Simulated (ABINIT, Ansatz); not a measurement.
# HfPb (Pm-3m): zone-centre phonons

Aim: the zone-centre modes of HfPb (Pm-3m).

Calculated with ABINIT 10.8.3; DFT LDA, scalar-relativistic, plane waves, JTH PAW pseudopotentials.

Report form: the programs' logs are mostly left out.

The structure was built from a prototype and need not be the compound's stable phase.

## Step 1: Set-up

The structure is cubic, space group Pm-3m (No. 221). The conventional cell has a = 3.531 Å, b = 3.531 Å, c = 3.531 Å, α = 90.00°, β = 90.00°, γ = 90.00°. Nearest to Hf lie 8 Pb at 3.06 Å. Pb has 8 Hf at 3.06 Å nearest. Farther neighbours are not listed.

## Step 2: Relaxation

The harmonic expansion needs vanishing forces, and a free crystal bears no stress, so cell and atoms are brought to rest. Stress is more sensitive to the basis than forces are: the last 3 Ha under the cutoff are smoothed with ecutsm, and the cutoff is raised above that of the later runs.

The starting cell comes from a relaxation made beforehand in Ansatz (LDA, PAW).

Contents of relax.abi:

```
# relaxation
ionmov 2
optcell 2
dilatmx 1.08
ntime 40
tolmxf 1.0d-05
tolvrs 1.0d-14
prtwf 0
prtden 0
chksymtnons 0

# basis, mesh and filling
ecut 24.0
ecutsm 3.0
pawecutdg 48.0
ngkpt 8 8 8
nshiftk 1
shiftk 0.0 0.0 0.0
istwfk *1
occopt 7
tsmear 0.01
nband 20
nstep 100
diemac 1000000.0
prtebands 0
prtgsr 0

# cell and atoms
acell 3*1.0 Angstrom
rprim 
    3.531145975 0.0 0.0
    0.0 3.531145975 0.0
    0.0 0.0 3.531145975
ntypat 2
znucl 72 82
natom 2
typat 1 2
xred 
    0.0 0.0 0.0
    0.5 0.5 0.5
pp_dirpath "./pseudo"
pseudos "Hf.xml, Pb.xml"
```

The run is started by

```bash
> OMP_NUM_THREADS=1 mpirun -n 4 abinit relax.abi > relax.log
```

The job ended after 37 s (4 MPI ranks of AMD EPYC 7R32 (Zen 2), shared host; 2.4 min of CPU time).

Little changed from the start: no atom moved by 0.005 Å and no cell edge by 0.1 %.

This step gave:

| Quantity | Value |
| --- | --- |
| volume per atom | 22.07 Å³ |
| pressure | 5.32e-4 GPa |
| gap on the k-mesh | 0 eV |

The volume changes by +0.2 % from the cell with which this run began.

## Step 3: Self-consistent run for the response

The response is built on these wavefunctions, so the potential is converged far more tightly than an energy would need. Occupations are smeared.

Contents of gs.abi:

```
# ground state
tolvrs 1.0d-16
prtden 1
prtwf 1

# basis, mesh and filling
ecut 18.0
pawecutdg 36.0
ngkpt 8 8 8
nshiftk 1
shiftk 0.0 0.0 0.0
istwfk *1
occopt 7
tsmear 0.01
nband 20
nstep 100
diemac 1000000.0
prtebands 0
prtgsr 0

# cell and atoms
acell 3*1.0 Angstrom
rprim 
    3.533830306 0.0 0.0
    0.0 3.533830306 0.0
    0.0 0.0 3.533830306
ntypat 2
znucl 72 82
natom 2
typat 1 2
xred 
    0.0 0.0 0.0
    0.5 0.5 0.5
pp_dirpath "./pseudo"
pseudos "Hf.xml, Pb.xml"
```

The run is started by

```bash
> OMP_NUM_THREADS=1 mpirun -n 4 abinit gs.abi > gs.log
```

Elapsed: 16 s, on 4 MPI ranks.

This step gave:

| Property | Result |
| --- | --- |
| pressure | -1.254 GPa |

The cell stands at -1.3 GPa: the relaxation ran with a smoothed and higher cutoff, and the difference is a stress of the finite basis.

## Step 4: Linear response at Γ

At q = 0 one unit cell holds all displacements. The response is solved for single atoms along the cell's directions, and symmetry skips those that follow from others. The crystal is treated as a metal, which screens a static field, so no field response is asked.

Contents of dfpt_gamma.abi:

```

# common to the responses
getwfk_filepath "gso_WFK"
kptopt 2
nqpt 1
qpt 0.0 0.0 0.0
asr 0
chneut 0

# displacements
rfphon 1
rfatpol 1 2
rfdir 1 1 1
tolvrs 1.0d-10
prtwf 0

# basis, mesh and filling
ecut 18.0
pawecutdg 36.0
ngkpt 8 8 8
nshiftk 1
shiftk 0.0 0.0 0.0
istwfk *1
occopt 7
tsmear 0.01
nband 20
nstep 100
diemac 1000000.0
prtebands 0
prtgsr 0

# cell and atoms
acell 3*1.0 Angstrom
rprim 
    3.533830306 0.0 0.0
    0.0 3.533830306 0.0
    0.0 0.0 3.533830306
ntypat 2
znucl 72 82
natom 2
typat 1 2
xred 
    0.0 0.0 0.0
    0.5 0.5 0.5
pp_dirpath "./pseudo"
pseudos "Hf.xml, Pb.xml"
```

The run is started by

```bash
> OMP_NUM_THREADS=1 mpirun -n 4 abinit dfpt_gamma.abi > dfpt_gamma.log
```

Wall time 56 s (4 MPI ranks).

Numbers from this step:

```
largest acoustic frequency at the zone centre before the sum rule : -6.42 cm⁻¹
highest optical zone-centre mode (no LO-TO term)                  : 122.7 cm⁻¹
lowest optical zone-centre mode                                   : 122.7 cm⁻¹
```

The acoustic modes at Γ come out as far as 6.4 cm⁻¹ from zero, where they should vanish, a small numerical error.

## Step 5: Modes with the sum rule

anaddb reads the merged derivatives and imposes the acoustic sum rule.

Contents of anaddb.abi:

```
ddb_filepath "gamma_DDB"
output_file "anaddb.abo"
outdata_prefix "anaddb"
asr 1
chneut 1
enunit 2
eivec 1
nph1l 1
qph1l 0.0 0.0 0.0 1.0
```

Contents of mrgddb.in:

```
gamma_DDB
merged
1
dfpt_gammao_DDB
```

The run is started by

```bash
> mrgddb < mrgddb.in > mrgddb.log
> OMP_NUM_THREADS=1 anaddb anaddb.abi > anaddb.log
```

It took 0.81 s on 1 thread.

Read from the output:

| Property | Result |
| --- | --- |
| highest optical zone-centre mode (no LO-TO term) | 122.9 cm⁻¹ |
| lowest optical zone-centre mode | 122.9 cm⁻¹ |

No LO-TO term; unit eigenvectors of the mass-weighted matrix, from anaddb's displacements. Modes at Γ, with each element's share of the kinetic energy:

| mode | frequency (cm⁻¹) | symmetry | Hf % | Pb % |
| --- | --- | --- | --- | --- |
| 1 | 0.0 | acoustic | 46 | 54 |
| 2 | 0.0 | acoustic | 46 | 54 |
| 3 | 0.0 | acoustic | 46 | 54 |
| 4 | 122.9 | T1u | 54 | 46 |
| 5 | 122.9 | T1u | 54 | 46 |
| 6 | 122.9 | T1u | 54 | 46 |

Displacements in mode 4 (122.9 cm⁻¹), the largest set to 1:
```
Hf1  0.00  0.00  1.00
Pb2  0.00  0.00 -0.86
```

The rule moves no optical mode by more than 0.2 cm⁻¹.

## Step 6: What came out

| Property | Result |
| --- | --- |
| space group after relaxation | Pm-3m |
| volume per atom | 22.1 Å³ |
| highest optical zone-centre mode (no LO-TO term) | 122.9 cm⁻¹ |
| imaginary optical modes at the zone centre (no q mesh in this session) | none |

What this shows: At the LDA level the optical modes of HfPb (Pm-3m) at the zone centre lie at 123 cm⁻¹. The base run prints -1.3 GPa, mostly the error of a finite basis; the relaxation, with a smoothed and higher cutoff, had brought the cell to rest. These are harmonic frequencies at zero temperature: anharmonic shifts and linewidths and thermal expansion are left out. Spin-orbit coupling is left out, which can matter for the heavy elements here. In a metal the frequencies hang on the k mesh and the smearing, most of all near Kohn anomalies. The structure is a hypothetical one, built on a prototype.

[Host names and launcher messages were left out of these logs when they were recorded.]

[Logs are printed without paths, hosts, clocks, repeated set-up lines and the standing remarks that a program may print on its own settings, such as how far it seeks lower states.]

[Hosts, paths, dates, database ids (printed as entryN), source tags and the programs' standing remarks are cut or masked in the printed files.]
